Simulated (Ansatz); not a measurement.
# What LiPtF3 (built on the sites of a database entry of KPdF3) distorts into, part 2 of 3

Aim: this structure of LiPtF3 (built on the sites of a database entry of KPdF3) is to be tested for unstable modes, and one is followed downhill.

Ansatz 0.2.0; DFT LDA, scalar-relativistic, plane waves, PAW.

So far, highest frequency on the path or at a solved wavevector (cm⁻¹): step 2 (the dispersion) 510. Also lowest frequency on the path (cm⁻¹): step 2 -225.

The structure was built from a prototype and need not be the compound's stable phase.

### 4. The mode frozen in, largest atomic shift 0.6 Å

The atoms are moved along the unstable eigenvector, the largest shift by 0.6 Å, with the cell fixed.

Input file input.yaml:

```yaml
crystal:
  lattice:
    - [4.2088759491, 0.0, 0.0]
    - [0.0, 4.2088759491, 0.0]
    - [0.0, 0.0, 4.2088759491]
  atoms:
    - { symbol: Li, position: [0.5, 0.399197773, 0.399197773] }
    - { symbol: Pt, position: [0.0, 8.84512e-05, 8.84512e-05] }
    - { symbol: F, position: [0.0, 0.500115297, 0.0178994406] }
    - { symbol: F, position: [0.0, 0.0178994406, 0.500115297] }
    - { symbol: F, position: [0.5, 0.0178994406, 0.0178994406] }
kpoints:
  mp_grid: { grid: [8, 8, 8] }
hamiltonian:
  xc: lda
scf:
  occupations: { method: methfessel_paxton, width: 0.2 }
output:
  forces: true
  stress: true
  eigenvalues: true
```

The run is started by

```
$ ansatz run input.yaml --threads 8 --pin off --max-ram 14336MiB --backend cpu --events-out ev --progress --plain --runs-dir out
```

Numbers of over 12 decimals in the logs are rounded to 6 here.

Log:

```text
[...]
Crystal: 5 atoms, lattice volume = 74.559 Å³
Basis set: ecut = 420 eV, 1419 PW (Γ)
Bands: 26, of which v1, the nominal top of the filled ones, is band 21 counted from 1 (20 counted from 0)
Symmetry: 4 space group operations
[...]
k-points: 105 of 512 (time reversal used)
[...]
k-point 0: bands = [... 17 lower, 3.6770, 3.6831, 3.7298, 4.7864, 4.8007, 6.2030, 11.2835, 12.8704, ... 1 higher]
  k-point 1: bands = [... 17 lower, 3.6826, 3.8564, 3.8828, 4.7918, 5.1418, 6.4751, 11.2802, 12.6307, ... 1 higher]
  k-point 2: bands = [... 17 lower, 3.6905, 4.2421, 4.2508, 4.7967, 5.6031, 7.3131, 10.9851, 12.4869, ... 1 higher]
  k-point 104: bands = [... 17 lower, 5.2758, 5.3250, 5.3365, 8.2206, 8.2743, 10.4692, 12.1320, 12.1478, ... 1 higher]
[key lines of the parts left out:]
SCF converged after 7 iterations
Free energy (F): -14825.790563 eV
Fermi energy:    6.291926 eV
P = ⅓ Tr σ = 0.2577 GPa (2.577 kbar)
```

Run time: 4.1 s. Hardware: 8 threads of Arm Neoverse N1, shared host; peak memory 0.56 GiB; 30 s of CPU time.

This step gave:

| Property | Result |
| --- | --- |
| pressure | 0.2577 GPa |
| energy from the undistorted cell | -48.92 meV/atom |

The energy, extrapolated to zero smearing, is -48.92 meV/atom against the undistorted cell.

The run ends at a pressure of 0.26 GPa, with forces up to 0.63 eV/Å.

### 5. Energy along the mode, all amplitudes (two of the runs are shown above)

An imaginary frequency means negative curvature, so the energy should fall and then rise again as anharmonic terms take over.

This step gave:

* depth at the lowest point sampled: 48.92 meV/atom
* largest atomic shift at that point: 0.6 Å

The energy from the parent by largest atomic shift:

```
largest atomic shift (Å)  energy from the parent (meV/atom)
                   0.000                                  0
                   0.040                             -0.232
                   0.080                             -0.926
                   0.140                              -2.83
                   0.220                              -6.96
                   0.320                              -14.6
                   0.450                              -28.4
                   0.600                              -48.9
```

Displacement at unit largest shift by atom:

```
atom  x (Å)   y (Å)   z (Å)   size
 Li1  0.000  -0.707  -0.707  1.000
 Pt2  0.000   0.001   0.001  0.001
  F3  0.000   0.001   0.126  0.126
  F4  0.000   0.126   0.001  0.126
  F5  0.000   0.126   0.126  0.178
```

The lowest of the steps tried is the last one, at 0.6 Å, 48.9 meV/atom below the parent; the bottom of the well need not coincide with a step.

### 6. Relaxation from the frozen mode

Starting from the lowest point found, all atoms and the cell are let go, so that strain and other modes of the same symmetry can join in.

input.yaml, as its differences from that of step 4:

```diff
@@ -21 +21,6 @@
   eigenvalues: true
+relax:
+  adjacent_minimum: "off"
+  f_tol: 0.002
+  max_steps: 120
+  cell: { stress_tol: 0.03 }
```

Log:

```text
[...]
Crystal: 5 atoms, lattice volume = 74.559 Å³
Basis set: ecut = 420 eV, 1419 PW (Γ)
Bands: 26, of which v1, the nominal top of the filled ones, is band 21 counted from 1 (20 counted from 0)
Symmetry: 4 space group operations
[...]
k-points: 105 of 512 (time reversal used)
[...]
SCF iter   1: F=—  HF=-14825.833811 eV  |F-HF|=—  |Δ(HF+E_count)|=         —  Δρ=1.68e-2  dr2=1.43e-1  ethr=1.77e-3  ⟨swp⟩=5.4  Hψ=10542  notcnv=0
[...]
SCF iter   7: F=-14825.790563 eV  HF=-14825.790563 eV  |F-HF|=2.21e-8  |Δ(HF+E_count)|=   2.27e-7  S|Δr|=    0.00e0  Δρ=7.15e-6  dr2=1.61e-8  ethr=2.38e-10  ⟨swp⟩=4.7  Hψ=11646  notcnv=0
SCF 1 converged in 7 iterations: F = -14825.790563 eV  dr2 = 1.61e-8
[...]
relax step   1: F+E_penalty+E_count = -14825.79056282 eV  Δ(F+E_penalty+E_count) = +0.000e0 eV  max|allowed force component| = 4.485e-1 eV/Å  Δτ_max = 0.0000 Å  P = +0.258 GPa  Ω = 74.559 Å³  (7 SCF iters, dr2 threshold 1.00e-7 eV, accepted)
Crystal: 5 atoms, lattice volume = 75.412 Å³
Basis set: ecut = 420 eV, 1449 PW (Γ)
[...]
SCF iter   7: F=-14825.938130 eV  HF=-14825.938130 eV  |F-HF|=1.69e-8  |Δ(HF+E_count)|=   8.92e-8  S|Δr|=    0.00e0  Δρ=1.35e-5  dr2=4.93e-8  ethr=1.19e-9  ⟨swp⟩=5.6  Hψ=10877  notcnv=0
SCF 2 converged in 7 iterations: F = -14825.938130 eV  dr2 = 4.93e-8
relax step   2: F+E_penalty+E_count = -14825.93813043 eV  Δ(F+E_penalty+E_count) = -1.476e-1 eV  max|allowed force component| = 4.455e-1 eV/Å  Δτ_max = 0.1928 Å  P = -0.539 GPa  Ω = 75.412 Å³  energy of the carried Pulay correction = -3.766e-3 eV  (7 SCF iters, dr2 threshold 5.00e-7 eV, accepted)
Crystal: 5 atoms, lattice volume = 75.489 Å³
Basis set: ecut = 420 eV, 1445 PW (Γ)
[...]
SCF iter   7: F=-14826.070340 eV  HF=-14826.070340 eV  |F-HF|=2.93e-8  |Δ(HF+E_count)|=   1.96e-6  S|Δr|=    0.00e0  Δρ=2.08e-5  dr2=1.25e-7  ethr=1.19e-9  ⟨swp⟩=4.2  Hψ=11373  notcnv=0
SCF 3 converged in 7 iterations: F = -14826.070340 eV  dr2 = 1.25e-7
[...]
relax step   3: F+E_penalty+E_count = -14826.07033992 eV  Δ(F+E_penalty+E_count) = -1.322e-1 eV  max|allowed force component| = 1.309e-1 eV/Å  Δτ_max = 0.1944 Å  P = +0.232 GPa  Ω = 75.489 Å³  energy of the carried Pulay correction = -4.106e-3 eV  (7 SCF iters, dr2 threshold 5.00e-7 eV, accepted)
[... from here on, the SCF cycles and remarks between the steps are left out ...]
relax step   4: F+E_penalty+E_count = -14826.05869635 eV  Δ(F+E_penalty+E_count) = +1.164e-2 eV  max|allowed force component| = 3.057e-1 eV/Å  Δτ_max = 0.1931 Å  P = -1.093 GPa  Ω = 76.752 Å³  energy of the carried Pulay correction = -9.596e-3 eV  (7 SCF iters, dr2 threshold 5.00e-7 eV, rejected (line search))
relax step   5: F+E_penalty+E_count = -14826.09296337 eV  Δ(F+E_penalty+E_count) = -2.262e-2 eV  max|allowed force component| = 1.418e-2 eV/Å  Δτ_max = 0.0770 Å  P = -0.219 GPa  Ω = 75.785 Å³  energy of the carried Pulay correction = -5.400e-3 eV  (10 SCF iters, accepted)
relax step   6: F+E_penalty+E_count = -14826.10294182 eV  Δ(F+E_penalty+E_count) = -9.978e-3 eV  max|allowed force component| = 3.356e-2 eV/Å  Δτ_max = 0.0216 Å  P = -0.244 GPa  Ω = 75.400 Å³  energy of the carried Pulay correction = -3.713e-3 eV  (6 SCF iters, dr2 threshold 5.00e-7 eV, accepted)
relax step   7: F+E_penalty+E_count = -14826.10643037 eV  Δ(F+E_penalty+E_count) = -3.489e-3 eV  max|allowed force component| = 1.353e-2 eV/Å  Δτ_max = 0.0086 Å  P = -0.036 GPa  Ω = 74.964 Å³  energy of the carried Pulay correction = -1.794e-3 eV  (6 SCF iters, dr2 threshold 5.00e-7 eV, accepted)
relax step   8: F+E_penalty+E_count = -14826.10674979 eV  Δ(F+E_penalty+E_count) = -3.194e-4 eV  max|allowed force component| = 7.619e-3 eV/Å  Δτ_max = 0.0044 Å  P = +0.006 GPa  Ω = 74.910 Å³  energy of the carried Pulay correction = -1.557e-3 eV  (6 SCF iters, dr2 threshold 1.14e-8 eV, accepted)
relax step   9: F+E_penalty+E_count = -14826.10674206 eV  Δ(F+E_penalty+E_count) = +7.728e-6 eV  max|allowed force component| = 3.341e-4 eV/Å  Δτ_max = 0.0003 Å  P = -0.004 GPa  Ω = 74.913 Å³  energy of the carried Pulay correction = -1.568e-3 eV  (5 SCF iters, dr2 threshold 3.63e-9 eV, accepted)
relax step  10: F+E_penalty+E_count = -14826.13439636 eV  Δ(F+E_penalty+E_count) = -2.765e-2 eV  max|allowed force component| = 1.418e-3 eV/Å  Δτ_max = 0.0000 Å  P = +0.507 GPa  Ω = 74.913 Å³  stress off target by 1.51e0 GPa  SCF on the basis re-selected at this cell (its energy is not comparable with the rows above)  (8 SCF iters)
relax step  11: F+E_penalty+E_count = -14826.15207946 eV  Δ(F+E_penalty+E_count) = -1.768e-2 eV  max|allowed force component| = 1.528e-2 eV/Å  Δτ_max = 0.0340 Å  P = -0.063 GPa  Ω = 74.326 Å³  energy of the carried Pulay correction = +3.189e-3 eV  (6 SCF iters, dr2 threshold 5.00e-7 eV, accepted)
relax step  12: F+E_penalty+E_count = -14826.15209660 eV  Δ(F+E_penalty+E_count) = -1.714e-5 eV  max|allowed force component| = 5.619e-3 eV/Å  Δτ_max = 0.0077 Å  P = -0.025 GPa  Ω = 74.390 Å³  energy of the carried Pulay correction = +2.842e-3 eV  (5 SCF iters, dr2 threshold 1.58e-7 eV, accepted)
relax step  13: F+E_penalty+E_count = -14826.15202996 eV  Δ(F+E_penalty+E_count) = +6.665e-5 eV  max|allowed force component| = 1.072e-3 eV/Å  Δτ_max = 0.0012 Å  P = -0.031 GPa  Ω = 74.410 Å³  energy of the carried Pulay correction = +2.750e-3 eV  (5 SCF iters, dr2 threshold 2.39e-8 eV, accepted)
relax step  14: F+E_penalty+E_count = -14826.15216554 eV  Δ(F+E_penalty+E_count) = -1.356e-4 eV  max|allowed force component| = 9.465e-4 eV/Å  Δτ_max = 0.0002 Å  P = +0.013 GPa  Ω = 74.380 Å³  energy of the carried Pulay correction = +2.884e-3 eV  (5 SCF iters, dr2 threshold 4.39e-9 eV, accepted)
relax step  15: F+E_penalty+E_count = -14826.15474708 eV  Δ(F+E_penalty+E_count) = -2.582e-3 eV  max|allowed force component| = 1.336e-3 eV/Å  Δτ_max = 0.0000 Å  P = +0.051 GPa  Ω = 74.380 Å³  stress off target by 4.05e-1 GPa  SCF on the basis re-selected at this cell (its energy is not comparable with the rows above)  (8 SCF iters)
relax step  16: F+E_penalty+E_count = -14826.15784588 eV  Δ(F+E_penalty+E_count) = -3.099e-3 eV  max|allowed force component| = 4.089e-3 eV/Å  Δτ_max = 0.0064 Å  P = +0.042 GPa  Ω = 74.095 Å³  energy of the carried Pulay correction = +1.463e-3 eV  (5 SCF iters, dr2 threshold 4.11e-7 eV, accepted)
relax step  17: F+E_penalty+E_count = -14826.15786085 eV  Δ(F+E_penalty+E_count) = -1.497e-5 eV  max|allowed force component| = 1.509e-3 eV/Å  Δτ_max = 0.0011 Å  P = +0.001 GPa  Ω = 74.101 Å³  energy of the carried Pulay correction = +1.451e-3 eV  (5 SCF iters, dr2 threshold 2.29e-8 eV, accepted)
relax step  18: F+E_penalty+E_count = -14826.15690271 eV  Δ(F+E_penalty+E_count) = +9.581e-4 eV  max|allowed force component| = 1.455e-3 eV/Å  Δτ_max = 0.0000 Å  P = -0.024 GPa  Ω = 74.101 Å³  stress off target by 1.27e-1 GPa  SCF on the basis re-selected at this cell (its energy is not comparable with the rows above)  (7 SCF iters)
relax step  19: F+E_penalty+E_count = -14826.15764753 eV  Δ(F+E_penalty+E_count) = -7.448e-4 eV  max|allowed force component| = 9.018e-4 eV/Å  Δτ_max = 0.0022 Å  P = -0.008 GPa  Ω = 73.989 Å³  energy of the carried Pulay correction = +5.674e-4 eV  (6 SCF iters, dr2 threshold 4.01e-8 eV, accepted)
relax step  20: F+E_penalty+E_count = -14826.15707640 eV  Δ(F+E_penalty+E_count) = +5.711e-4 eV  max|allowed force component| = 9.198e-4 eV/Å  Δτ_max = 0.0000 Å  P = -0.015 GPa  Ω = 73.989 Å³  stress off target by 5.47e-2 GPa  SCF on the basis re-selected at this cell (its energy is not comparable with the rows above)  (7 SCF iters)
relax step  21: F+E_penalty+E_count = -14826.15735637 eV  Δ(F+E_penalty+E_count) = -2.800e-4 eV  max|allowed force component| = 2.449e-4 eV/Å  Δτ_max = 0.0009 Å  P = -0.001 GPa  Ω = 73.938 Å³  energy of the carried Pulay correction = +2.554e-4 eV  (5 SCF iters, dr2 threshold 7.48e-9 eV, accepted)
[...]
SCF iter   5: F=-14826.157089 eV  HF=-14826.157089 eV  |F-HF|=9.09e-12  |Δ(HF+E_count)|=  2.36e-11  S|Δr|=    0.00e0  Δρ=2.18e-7  dr2=7.37e-12  ethr=1.00e-12  ⟨swp⟩=5.4  Hψ=11408  notcnv=0
SCF 22 converged in 5 iterations: F = -14826.157089 eV  dr2 = 7.37e-12
relax step  22: F+E_penalty+E_count = -14826.15708877 eV  Δ(F+E_penalty+E_count) = +2.676e-4 eV  max|allowed force component| = 2.533e-4 eV/Å  Δτ_max = 0.0000 Å  P = -0.003 GPa  Ω = 73.938 Å³  stress off target by 1.65e-2 GPa  SCF on the basis re-selected at this cell (its energy is not comparable with the rows above)  (5 SCF iters)
[...]
SCF converged after 5 iterations
[...]
Free energy (F): -14826.157089 eV
[...]
Internal energy: -14826.159093 eV  (E = F + TS)
E sigma→0 (E₀):  -14826.157590 eV
Entropy (-TS):   0.002004 eV (0.401 meV/atom)
Fermi energy:    5.854441 eV
[...]
--- Forces (eV/Å), atoms counted from 1 ---
  atom   1  Li     0.00000000     0.00002177     0.00002177
  atom   2  Pt    -0.00000000     0.00025309     0.00025309
  atom   3  F     -0.00000000    -0.00007922    -0.00010477
  atom   4  F     -0.00000000    -0.00010477    -0.00007922
  atom   5  F      0.00000000    -0.00009213    -0.00009213
  max |Σ_I F_I| component: 1.26e-6 eV/Å
--- Stress (GPa, compression-positive) ---
       -0.002162       0.000000       0.000000
        0.000000      -0.003331       0.013209
        0.000000       0.013209      -0.003331
  P = ⅓ Tr σ = -0.0029 GPa (-0.029 kbar)
--- Band table (eV; the first three rows and the last of 105) ---
  k-point 0: bands = [... 17 lower, 3.2108, 3.4098, 3.4372, 4.3597, 4.3670, 6.2427, 11.3840, 12.7090, ... 1 higher]
  k-point 1: bands = [... 17 lower, 3.2842, 3.5108, 3.5742, 4.3679, 4.7005, 6.5256, 11.3333, 12.5702, ... 1 higher]
  k-point 2: bands = [... 17 lower, 3.3227, 3.8510, 3.9119, 4.3819, 5.1718, 7.3597, 10.9882, 12.5144, ... 1 higher]
  k-point 104: bands = [... 17 lower, 4.8543, 4.8574, 4.8593, 7.6374, 7.7259, 10.2424, 12.1045, 12.6914, ... 1 higher]
--- Relaxed structure (17 steps of the walk, 16 accepted, 5 SCFs on fresh bases) ---
  F+E_penalty+E_count = -14826.15708877 eV   max|allowed force component| = 2.533e-4 eV/Å   (the final SCF, on the basis selected at the relaxed cell)
  cell:  # Å, volume = 73.9384 Å³
    - [4.208616, 0, 0]
    - [0, 4.223381, 0.518279]
    - [0, 0.518279, 4.223381]
  atoms:
    - { symbol: Li, position: [0.500000, 0.311746, 0.311746] }
    - { symbol: Pt, position: [0, 0.021891, 0.021891] }
    - { symbol: F, position: [0, 0.518530, 0.044135] }
    - { symbol: F, position: [0, 0.044135, 0.518530] }
    - { symbol: F, position: [0.500000, 0.038899, 0.038899] }
```

Elapsed: 1.7 min, on 8 threads; peak memory 0.65 GiB.

Step by step:

```
step  energy less that of the first step (eV)  largest force component (eV/Å)  pressure (GPa)  volume (Å³)
   1                                   0.0000                          0.4485            0.26        74.56
   2                                  -0.1476                          0.4455           -0.54        75.41
   3                                  -0.2798                          0.1309            0.23        75.49
   4                                  -0.2681                          0.3057           -1.09        76.75
   5                                  -0.3024                          0.0142           -0.22        75.79
   6                                  -0.3124                          0.0336           -0.24        75.40
   7                                  -0.3159                          0.0135           -0.04        74.96
   8                                  -0.3162                          0.0076            0.01        74.91
   9                                  -0.3162                          0.0003            0.00        74.91
 10*                                  -0.3438                          0.0014            0.51        74.91
  11                                  -0.3615                          0.0153           -0.06        74.33
  12                                  -0.3615                          0.0056           -0.03        74.39
  13                                  -0.3615                          0.0011           -0.03        74.41
  14                                  -0.3616                          0.0009            0.01        74.38
 15*                                  -0.3642                          0.0013            0.05        74.38
  16                                  -0.3673                          0.0041            0.04        74.10
  17                                  -0.3673                          0.0015            0.00        74.10
 18*                                  -0.3663                          0.0015           -0.02        74.10
  19                                  -0.3671                          0.0009           -0.01        73.99
 20*                                  -0.3665                          0.0009           -0.02        73.99
  21                                  -0.3668                          0.0002            0.00        73.94
 22*                                  -0.3665                          0.0003            0.00        73.94
```

Relaxation steps marked * repeat the geometry before them on a plane-wave basis chosen anew for their cell, so energy and pressure can jump there. Relaxation step 4 was tried and not accepted.

Forces are held to the 4 operations that the run works with; a distortion that breaks them can't arise in this run.

```
     cell as run  before  after   change
           a (Å)   4.209  4.209   -0.0 %
           b (Å)   4.209  4.255   +1.1 %
           c (Å)   4.209  4.255   +1.1 %
           α (°)   90.00  76.01  -15.5 %
volume (Å³/atom)   14.91  14.79   -0.8 %
```

The atoms that moved most (Å, as changes of fractional coordinates times the final cell):

```
atom     dx      dy      dz  length
 Li1  0.000  -0.415  -0.415   0.586
  F4  0.000   0.120   0.091   0.151
  F3  0.000   0.091   0.120   0.151
 Pt2  0.000   0.103   0.103   0.146
  F5  0.000   0.100   0.100   0.141
```

The relaxed structure:

```cif
data_structure
_symmetry_space_group_name_H-M 'P 1'
_symmetry_Int_Tables_number 1
_cell_length_a 4.2086
_cell_length_b 4.2551
_cell_length_c 4.2551
_cell_angle_alpha 76.008
_cell_angle_beta 90.000
_cell_angle_gamma 90.000
_cell_volume 73.94
loop_
_atom_site_label
_atom_site_type_symbol
_atom_site_fract_x
_atom_site_fract_y
_atom_site_fract_z
_atom_site_occupancy
Li1 Li 0.50000 0.31175 0.31175 1
Pt2 Pt 0.00000 0.02189 0.02189 1
F3 F 0.00000 0.51853 0.04413 1
F4 F 0.00000 0.04413 0.51853 1
F5 F 0.50000 0.03890 0.03890 1
```

This step gave:

- pressure: -0.002941 GPa
- volume per atom: 14.79 Å³

The distorted start has space group Amm2; the relaxation ends in Amm2.

(Part 2 of 3 ends here.)

[Logs are printed without paths, hosts, clocks, repeated set-up lines and the standing remarks that a program may print on its own settings, such as how far it seeks lower states.]

[Hosts, paths, dates, database ids (printed as entryN), source tags and the programs' standing remarks are cut or masked in the printed files.]
